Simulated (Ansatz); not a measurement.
# MgSi (P4/mmm): following an unstable mode, part 2 of 2

Which phase does MgSi (P4/mmm) fall into along its unstable mode, and how much energy does it gain?

Ansatz 0.2.0; DFT PBEsol, scalar-relativistic, plane waves, norm-conserving pseudopotentials.

So far, highest frequency on the path or at a solved wavevector (cm⁻¹): step 2 (the dispersion) 334. Also lowest frequency on the path (cm⁻¹): step 2 -151.

## Step 6: Relaxation from the frozen mode

Starting from the lowest point found, all atoms and the cell are let go, so that strain and other modes of the same symmetry can join in.

File input.yaml:

```yaml
crystal:
  lattice:
    - [-2.9379161965, -2.9379161965, 0.0]
    - [-2.9379161965, 2.9379161965, 0.0]
    - [-2.9379161965, 0.0, -3.9576587989]
  atoms:
    - { symbol: Mg, position: [1.0, 0.0, 0.0] }
    - { symbol: Mg, position: [0.5, 0.5, 0.0] }
    - { symbol: Si, position: [0.2363849078, 0.7363849078, 0.5] }
    - { symbol: Si, position: [0.7636150922, 0.2636150922, 0.5] }
kpoints:
  mp_grid: { grid: [10, 10, 10] }
hamiltonian:
  xc: pbesol
  pseudopotentials: { kind: nc }
scf:
  occupations: { method: methfessel_paxton, width: 0.15 }
output:
  forces: true
  stress: true
  eigenvalues: true
relax:
  adjacent_minimum: "off"
  f_tol: 0.002
  max_steps: 120
  cell: { stress_tol: 0.03 }
```

Command:

```bash
ansatz run input.yaml --threads 4 --pin off --max-ram 7168MiB --backend cpu --events-out ev --progress --plain --runs-dir out
```

Numbers of over 12 decimals in the logs are rounded to 6 here.

The program printed:

```text
[...]
Crystal: 4 atoms, lattice volume = 68.320 Å³
Basis set: ecut = 1142.878222 eV, 6009 PW (Γ), exchange–correlation on 96×96×120 points (8 copies of the dense FFT grid, shifted against one another)
Bands: 18, of which v1, the nominal top of the filled ones, is band 14 counted from 1 (13 counted from 0)
Symmetry: 8 space group operations
[...]
k-points: 171 of 1000
[...]
SCF iter   1: F=—  HF=-3457.685802 eV  |F-HF|=—  |Δ(HF+E_count)|=         —  Δρ=2.26e-2  dr2=2.56e-1  ethr=3.10e-3  ⟨swp⟩=5.5  Hψ=15376  notcnv=0
[...]
SCF iter   7: F=-3457.639310 eV  HF=-3457.639310 eV  |F-HF|=5.29e-9  |Δ(HF+E_count)|=   3.15e-8  S|Δr|=    0.00e0  Δρ=6.19e-6  dr2=7.32e-9  ethr=3.57e-10  ⟨swp⟩=5.8  Hψ=14356  notcnv=0
SCF 1 converged in 7 iterations: F = -3457.639310 eV  dr2 = 7.32e-9
relax step   1: F+E_penalty+E_count = -3457.63930972 eV  Δ(F+E_penalty+E_count) = +0.000e0 eV  max|allowed force component| = 1.118e-2 eV/Å  Δτ_max = 0.0000 Å  P = +0.194 GPa  Ω = 68.320 Å³  (7 SCF iters, dr2 threshold 1.00e-7 eV, accepted)
Crystal: 4 atoms, lattice volume = 68.552 Å³
Basis set: ecut = 1142.878222 eV, 6013 PW (Γ), exchange–correlation on 96×96×120 points (8 copies of the dense FFT grid, shifted against one another)
[...]
SCF iter   3: F=-3457.640674 eV  HF=-3457.640674 eV  |F-HF|=1.81e-8  |Δ(HF+E_count)|=   1.07e-5  S|Δr|=    0.00e0  Δρ=2.03e-5  dr2=1.65e-7  ethr=1.43e-9  ⟨swp⟩=5.3  Hψ=16542  notcnv=0
SCF 2 converged in 3 iterations: F = -3457.640674 eV  dr2 = 1.65e-7
relax step   2: F+E_penalty+E_count = -3457.64067359 eV  Δ(F+E_penalty+E_count) = -1.364e-3 eV  max|allowed force component| = 4.811e-2 eV/Å  Δτ_max = 0.0007 Å  P = -0.107 GPa  Ω = 68.552 Å³  energy of the carried Pulay correction = -3.040e-5 eV  (3 SCF iters, dr2 threshold 4.00e-7 eV, accepted)
Crystal: 4 atoms, lattice volume = 68.542 Å³
Basis set: ecut = 1142.878222 eV, 6005 PW (Γ), exchange–correlation on 96×96×120 points (8 copies of the dense FFT grid, shifted against one another)
[...]
SCF iter   4: F=-3457.641549 eV  HF=-3457.641549 eV  |F-HF|=6.22e-9  |Δ(HF+E_count)|=   1.30e-7  S|Δr|=    0.00e0  Δρ=5.60e-6  dr2=1.74e-8  ethr=5.17e-10  ⟨swp⟩=6.2  Hψ=15634  notcnv=0
SCF 3 converged in 4 iterations: F = -3457.641549 eV  dr2 = 1.74e-8
relax step   3: F+E_penalty+E_count = -3457.64154893 eV  Δ(F+E_penalty+E_count) = -8.753e-4 eV  max|allowed force component| = 4.709e-2 eV/Å  Δτ_max = 0.0088 Å  P = -0.060 GPa  Ω = 68.542 Å³  energy of the carried Pulay correction = -2.911e-5 eV  (4 SCF iters, dr2 threshold 1.45e-7 eV, accepted)
[...]
relax step   4: F+E_penalty+E_count = -3457.64248297 eV  Δ(F+E_penalty+E_count) = -9.340e-4 eV  max|allowed force component| = 4.519e-2 eV/Å  Δτ_max = 0.0098 Å  P = -0.054 GPa  Ω = 68.580 Å³  energy of the carried Pulay correction = -3.412e-5 eV  (4 SCF iters, dr2 threshold 1.39e-7 eV, accepted)
[...]
relax step   5: F+E_penalty+E_count = -3457.51841643 eV  Δ(F+E_penalty+E_count) = +1.241e-1 eV  max|allowed force component| = 1.084e0 eV/Å  Δτ_max = 0.1579 Å  P = +1.557 GPa  Ω = 69.396 Å³  energy of the carried Pulay correction = -1.401e-4 eV  (6 SCF iters, dr2 threshold 1.28e-7 eV, rejected (line search))
[...]
relax step   6: F+E_penalty+E_count = -3457.64298860 eV  Δ(F+E_penalty+E_count) = -5.056e-4 eV  max|allowed force component| = 3.167e-2 eV/Å  Δτ_max = 0.0079 Å  P = -0.075 GPa  Ω = 68.669 Å³  energy of the carried Pulay correction = -4.567e-5 eV  (9 SCF iters, accepted)
[...]
relax step   7: F+E_penalty+E_count = -3457.64420027 eV  Δ(F+E_penalty+E_count) = -1.212e-3 eV  max|allowed force component| = 1.845e-3 eV/Å  Δτ_max = 0.0239 Å  P = +0.034 GPa  Ω = 68.722 Å³  energy of the carried Pulay correction = -5.264e-5 eV  (5 SCF iters, dr2 threshold 1.78e-7 eV, accepted)
[...]
relax step   8: F+E_penalty+E_count = -3457.64418438 eV  Δ(F+E_penalty+E_count) = +1.589e-5 eV  max|allowed force component| = 7.939e-4 eV/Å  Δτ_max = 0.0003 Å  P = -0.045 GPa  Ω = 68.784 Å³  energy of the carried Pulay correction = -6.064e-5 eV  (4 SCF iters, dr2 threshold 2.64e-8 eV, rejected (line search))
[...]
relax step   9: F+E_penalty+E_count = -3457.64422042 eV  Δ(F+E_penalty+E_count) = -2.015e-5 eV  max|allowed force component| = 5.913e-4 eV/Å  Δτ_max = 0.0007 Å  P = +0.003 GPa  Ω = 68.741 Å³  energy of the carried Pulay correction = -5.509e-5 eV  (5 SCF iters, accepted)
[...]
SCF iter   4: F=-3457.644328 eV  HF=-3457.644328 eV  |F-HF|=1.36e-12  |Δ(HF+E_count)|=  3.09e-11  S|Δr|=    0.00e0  Δρ=3.36e-7  dr2=4.16e-12  ethr=1.00e-12  ⟨swp⟩=7.2  Hψ=16814  notcnv=0
SCF 10 converged in 4 iterations: F = -3457.644328 eV  dr2 = 4.16e-12
relax step  10: F+E_penalty+E_count = -3457.64432782 eV  Δ(F+E_penalty+E_count) = -1.074e-4 eV  max|allowed force component| = 5.976e-4 eV/Å  Δτ_max = 0.0000 Å  P = +0.009 GPa  Ω = 68.741 Å³  stress off target by 2.35e-2 GPa  SCF on the basis re-selected at this cell (its energy is not comparable with the rows above)  (4 SCF iters)
basis re-selected at this cell: Δ(F+E_penalty+E_count) = -1.074e-4 eV, ΔP = +0.007 GPa vs the last step (what re-selecting the basis moved, of the pressure what is left beyond the Pulay correction that the steps carried, after the strain that the cell walked since its last selection, with what the two solves' SCF thresholds leave and, on support functions, any second-order correction that the steps lacked; it is no m [...]
SCF converged after 4 iterations
[...]
Free energy (F): -3457.644328 eV
[...]
Internal energy: -3457.644220 eV  (E = F + TS)
E sigma→0 (E₀):  -3457.644301 eV
Entropy (-TS):   -0.000108 eV (-0.027 meV/atom)
Fermi energy:    8.415243 eV
[...]
--- Forces (eV/Å), atoms counted from 1 ---
  atom   1  Mg     0.00000000     0.00000000    -0.00000000
  atom   2  Mg     0.00000000     0.00000000     0.00000000
  atom   3  Si     0.00059764    -0.00000000     0.00000000
  atom   4  Si    -0.00059764     0.00000000    -0.00000000
  max |Σ_I F_I| component: 5.55e-17 eV/Å
--- Stress (GPa, compression-positive) ---
       -0.003540      -0.000000       0.000000
       -0.000000       0.007869       0.000000
        0.000000       0.000000       0.023546
  P = ⅓ Tr σ = 0.0093 GPa (0.093 kbar)
--- Band table (eV; the first three rows and the last of 171) ---
  k-point 0: bands = [... 10 lower, 5.7166, 5.7862, 6.1585, 7.6755, 7.8363, 9.2827, 9.5263, 9.5715]
  k-point 1: bands = [... 10 lower, 4.7953, 5.8023, 6.0379, 7.9908, 8.7313, 9.1718, 9.8124, 9.9174]
  k-point 2: bands = [... 10 lower, 4.4569, 5.5664, 5.7760, 8.7643, 8.9181, 10.0961, 10.5697, 11.0524]
  k-point 170: bands = [... 10 lower, 2.8530, 3.4494, 4.4330, 6.7395, 8.5406, 11.2639, 11.4780, 12.7442]
--- Relaxed structure (9 steps of the walk, 7 accepted, 1 SCFs on fresh bases) ---
  F+E_penalty+E_count = -3457.64432782 eV   max|allowed force component| = 5.976e-4 eV/Å   (the final SCF, on the basis selected at the relaxed cell)
  cell:  # Å, volume = 68.7411 Å³
    - [-2.907140, -2.947755, 0.0]
    - [-2.907140, 2.947755, 0.0]
    - [-2.907140, 0.0, -4.010781]
  atoms:
    - { symbol: Mg, position: [1.0, 5.551115123125783e-17, 0.0] }
    - { symbol: Mg, position: [0.5, 0.5, 0.0] }
    - { symbol: Si, position: [0.228054, 0.728054, 0.5] }
    - { symbol: Si, position: [0.771946, 0.271946, 0.5] }
```

Wall time 90 s (4 threads of Arm Neoverse V2, shared host); peak memory 0.98 GiB.

The steps of the relaxation:

```tsv
step	energy less that of the first step (eV)	largest force component (eV/Å)	pressure (GPa)	volume (Å³)
1	0.0000	0.0112	0.19	68.32
2	-0.0014	0.0481	-0.11	68.55
3	-0.0022	0.0471	-0.06	68.54
4	-0.0032	0.0452	-0.05	68.58
5	0.1209	1.0837	1.56	69.40
6	-0.0037	0.0317	-0.07	68.67
7	-0.0049	0.0018	0.03	68.72
8	-0.0049	0.0008	-0.05	68.78
9	-0.0049	0.0006	0.00	68.74
10*	-0.0050	0.0006	0.01	68.74
```

Relaxation steps marked * repeat the geometry before them on a plane-wave basis chosen anew for their cell, so energy and pressure can jump there. Relaxation steps 5, 8 were tried and not accepted.

The run keeps the 8 symmetry operations that it works with, so distortions that break them were not tested.

```tsv
conventional cell, symmetrised	before	after	change
a (Å)	5.876	5.814	-1.0 %
b (Å)	5.876	5.896	+0.3 %
c (Å)	7.915	8.022	+1.3 %
volume (Å³/atom)	17.08	17.19	+0.6 %
```

The atoms that moved most (Å, as changes of fractional coordinates times the final cell):

```tsv
atom	dx	dy	dz	length
Si3	0.048	0.000	0.000	0.048
Si4	-0.048	0.000	0.000	0.048
```

This step gave:

```yaml
pressure: 0.009292 GPa
volume_per_atom: 17.19 Å³
```

The distorted start has space group Fmmm; the relaxation ends in Fmmm.

## Step 7: The new phase in its own primitive cell

The relaxed structure is symmetrised, reduced to its primitive cell and relaxed tightly, as its phonons need.

input.yaml, the sections that differ from step 6:

```yaml
crystal:
  lattice:
    - [0.0, 2.9477553284, 4.010781109]
    - [2.9071395671, 0.0, 4.010781109]
    - [2.9071395671, 2.9477553284, 0.0]
  atoms:
    - { symbol: Mg, position: [0.0, 0.5, 0.5] }
    - { symbol: Mg, position: [0.5, 0.0, 0.0] }
    - { symbol: Si, position: [0.7280536447, 0.2719463553, 0.2719463553] }
    - { symbol: Si, position: [0.2719463553, 0.7280536447, 0.7280536447] }
relax:
  adjacent_minimum: "off"
  f_tol: 0.001
  max_steps: 60
  cell: { stress_tol: 0.01 }
# kpoints, hamiltonian, scf, output: as in step 6
```

The program printed:

```text
[...]
Crystal: 4 atoms, lattice volume = 68.741 Å³
Basis set: ecut = 1142.878222 eV, 6007 PW (Γ), exchange–correlation on 120×120×96 points (8 copies of the dense FFT grid, shifted against one another)
Bands: 18, of which v1, the nominal top of the filled ones, is band 14 counted from 1 (13 counted from 0)
Symmetry: 8 space group operations
[...]
k-points: 171 of 1000
[...]
--- Relaxed structure (3 steps of the walk, 3 accepted, 1 SCFs on fresh bases) ---
[...]
cell:  # Å, volume = 68.7524 Å³
    - [0, 2.947721, 4.011679]
    - [2.907002, 0, 4.011679]
    - [2.907002, 2.947721, 0]
  atoms:
    - { symbol: Mg, position: [0.0, 0.5, 0.5] }
    - { symbol: Mg, position: [0.5, 0.0, 0.0] }
    - { symbol: Si, position: [0.728013, 0.271987, 0.271987] }
    - { symbol: Si, position: [0.271987, 0.728013, 0.728013] }
[key lines of the parts left out:]
SCF converged after 5 iterations
Free energy (F): -3457.644329 eV
Fermi energy:    8.413509 eV
P = ⅓ Tr σ = -0.0018 GPa (-0.018 kbar)
```

Elapsed: 38 s, on 4 threads; peak memory 1 GiB.

Little changed from the start: no atom moved by 0.005 Å and no cell edge by 0.1 %.

This step gave:

```
pressure : -0.001773 GPa
```

The largest force component left is 0.61 meV/Å and the pressure is -0.002 GPa, within the tolerances set. The cell now holds 17.19 Å³/atom.

## Step 8: Modes of the new phase, k-mesh 10×10×10

A relaxed structure may still be a saddle point, so its zone-centre modes are computed. No field response is asked, since the mesh shows no gap.

input.yaml, the sections that differ from step 7:

```yaml
crystal:
  lattice:
    - [0.0, 2.9477205815, 4.0116787149]
    - [2.9070021719, 0.0, 4.0116787149]
    - [2.9070021719, 2.9477205815, 0.0]
  atoms:
    - { symbol: Mg, position: [0.0, 0.5, 0.5] }
    - { symbol: Mg, position: [0.5, 0.0, 0.0] }
    - { symbol: Si, position: [0.7280133279, 0.2719866721, 0.2719866721] }
    - { symbol: Si, position: [0.2719866721, 0.7280133279, 0.7280133279] }
output:
  eigenvalues: true
phonons:
  method: dfpt
# kpoints, hamiltonian, scf: as in step 7
# relax: removed
```

The program printed:

```text
zone centre: on kpoints.mp_grid the ground state, and the responses unless they are solved on pairs of k-points, stand on 282 of the mesh's 1000 k-points, reduced under 2 symmetry operations, with k and −k counted as one. Each operation leaves every solved displacement unchanged or reverses it
[...]
Crystal: 4 atoms, lattice volume = 68.752 Å³
Basis set: ecut = 1142.878222 eV, 6007 PW (Γ), exchange–correlation on 120×120×120 points (8 copies of the dense FFT grid, shifted against one another)
Bands: 18, of which v1, the nominal top of the filled ones, is band 14 counted from 1 (13 counted from 0)
Symmetry: 8 space group operations
k-points: 282 of 1000 (irreducible under 2 space group operations, time reversal used)
[...]
SCF iter   1: F=—  HF=-3457.700923 eV  |F-HF|=—  |Δ(HF+E_count)|=         —  Δρ=2.30e-2  dr2=2.87e-1  ethr=3.10e-3  ⟨swp⟩=5.5  Hψ=25428  notcnv=0
[...]
SCF iter   9: F=-3457.644329 eV  HF=-3457.644329 eV  |F-HF|=9.09e-13  |Δ(HF+E_count)|=  3.82e-11  S|Δr|=    0.00e0  Δρ=1.04e-7  dr2=6.80e-12  ethr=1.00e-12  ⟨swp⟩=6.4  Hψ=24734  notcnv=0
SCF 1 converged in 9 iterations: F = -3457.644329 eV  dr2 = 6.80e-12
DFPT response loops at Γ: preconditioner auto → Kerker (q_TF=auto, 2.349 Å⁻¹) (partly filled bands, converged f_vac=0.000); β = 1.00, the filter's whole step (`scf.mixing.beta` (0.50) is not read by the response loops under this deck's `scf.mixing.preconditioner`; to damp them name `kerker` or `kerker_dos`, under which they read `scf.mixing.beta`, and type it under 1.00, their step now; both keys bind the ground state too); Broyden in place of MSR1
SCF converged after 9 iterations
[...]
Free energy (F): -3457.644329 eV
[...]
Internal energy: -3457.644236 eV  (E = F + TS)
E sigma→0 (E₀):  -3457.644306 eV
Entropy (-TS):   -0.000092 eV (-0.023 meV/atom)
Fermi energy:    8.413509 eV
[...]
--- Band table (eV; the first three rows and the last of 282) ---
  k-point 0: bands = [... 10 lower, 5.7126, 5.7841, 6.1577, 7.6752, 7.8316, 9.2807, 9.5251, 9.5704]
  k-point 1: bands = [... 10 lower, 5.4717, 6.0316, 6.4824, 7.2679, 8.1960, 9.6712, 9.6984, 9.9269]
  k-point 2: bands = [... 10 lower, 5.1239, 6.1960, 6.5150, 6.9534, 9.0746, 10.1220, 10.2249, 10.6801]
  k-point 281: bands = [... 10 lower, 3.8652, 5.0922, 5.2829, 8.4031, 11.2495, 13.0020, 13.3904, 13.8145]
--- Phonons (Γ-DFPT): 6 representative perturbations + reference, on 282 of 1000 k-points (Σ response iterations 21) ---
  k mesh reduced under 2 symmetry operations, with k and −k counted as one. Each operation leaves every solved displacement unchanged or reverses it
  ASR residual: 8.730e-4 → 0.000e0 eV/Å²; symmetrization residual: 1.831e-5 eV/Å²
  ASR residual per site (eV/Å²): 8.73e-4 8.73e-4 3.36e-5 3.36e-5
  Γ frequencies (cm⁻¹): -66.58 0.00 0.00 0.00 139.12 176.43 192.10 239.61 259.57 261.12 302.23 325.35
  non-analytic LO–TO correction: not included (Born effective charges unavailable; polar crystals: no LO–TO splitting at Γ)
```

Run time: 3.3 min. Hardware: 4 threads; peak memory 3.9 GiB.

This step gave:

```
sum-rule residual before enforcement                    : 8.73e-4 eV/Å²
point group                                             : mmm
highest optical mode at the zone centre (no LO-TO term) : 325.4 cm⁻¹
lowest optical zone-centre mode                         : -66.58 cm⁻¹
```

Patterns of degenerate modes are one choice out of their space. Modes at Γ, with each element's share of the kinetic energy (negative means imaginary):

```tsv
mode	frequency (cm⁻¹)	symmetry	Mg %	Si %
1	-66.6	B1g	0	100
2	0.0	acoustic	46	54
3	0.0	acoustic	46	54
4	0.0	acoustic	46	54
5	139.1	B2u	78	22
6	176.4	Ag	0	100
7	192.1	B3u	54	46
8	239.6	B2u	75	25
9	259.6	B1u	81	19
10	261.1	B2g	0	100
11	302.2	Au	100	0
12	325.4	B1u	72	28
```

Displacements in mode 1 (-66.6 cm⁻¹), the largest set to 1:
```
Mg1  0.00  0.00  0.00
Mg2  0.00  0.00  0.00
Si3  0.00 -1.00  0.00
Si4  0.00  1.00  0.00
```

Displacements in mode 7 (192.1 cm⁻¹), the largest set to 1:
```
Mg1  1.00  0.00  0.00
Mg2  1.00  0.00  0.00
Si3 -0.87  0.00  0.00
Si4 -0.87  0.00  0.00
```

Before it was imposed, the acoustic sum rule was missed by 8.7e-4 eV/Å². Small misses are needed for a sound result but don't prove that mesh and cutoff are converged. The lowest optical mode is imaginary, 66.6i cm⁻¹, so the energy falls along it.

## Step 9: Outcome

```yaml
unstable_mode_of_the_parent: q = (-0.5, -0.5, -0.5), 151i cm⁻¹
depth_at_the_lowest_point_sampled: 0.555 meV/atom
largest_atomic_shift_at_that_point: 0.08 Å
space_group_reached_within_0p01_a: Fmmm
energy_gained_over_the_parent_first_relaxation_on_the_mesh_of_the_frozen_mode: 1.80 meV/atom
volume_per_atom_phase_reached: 17.2 Å³
lowest_optical_zone_centre_mode_phase_reached: -66.6 cm⁻¹
highest_optical_mode_at_the_zone_centre_no_lo_to_term_phase_reached: 325 cm⁻¹
```

In words: Along this mode the structure falls into Fmmm, 1.80 meV/atom below the parent. At the parent's cell the well is 0.555 meV/atom deep on the steps tried, with its lowest point at a shift of 0.08 Å. Relaxing atoms and cell changes the gain by +1.24 meV/atom against the lowest step (energies at zero smearing). Most of the total comes from this relaxation. The new phase still has an imaginary mode at the zone centre of its cell, so it is a saddle point on the way to a lower structure. How so shallow a well moves with the k mesh was not tested. Of the 4 patterns followed to their end from this parent, this one ends 30.6 meV/atom above the lowest, Cmmm. Another end point lies within 1 meV/atom; how such a difference moves with mesh and cutoff was not tested. Each path keeps the symmetry of its pattern, so a lower phase may lie along a pattern not tried. The q mesh stands for a supercell only 5.9 Å across, so branches between the solved wavevectors are rough. With no gap, or one that is small against the smearing, the frequencies hang on the k mesh and the smearing, most of all near Kohn anomalies.

[Logs are printed without paths, hosts, clocks, repeated set-up lines and the standing remarks that a program may print on its own settings, such as how far it seeks lower states.]

[Hosts, paths, dates, database ids (printed as entryN), source tags and the programs' standing remarks are cut or masked in the printed files.]
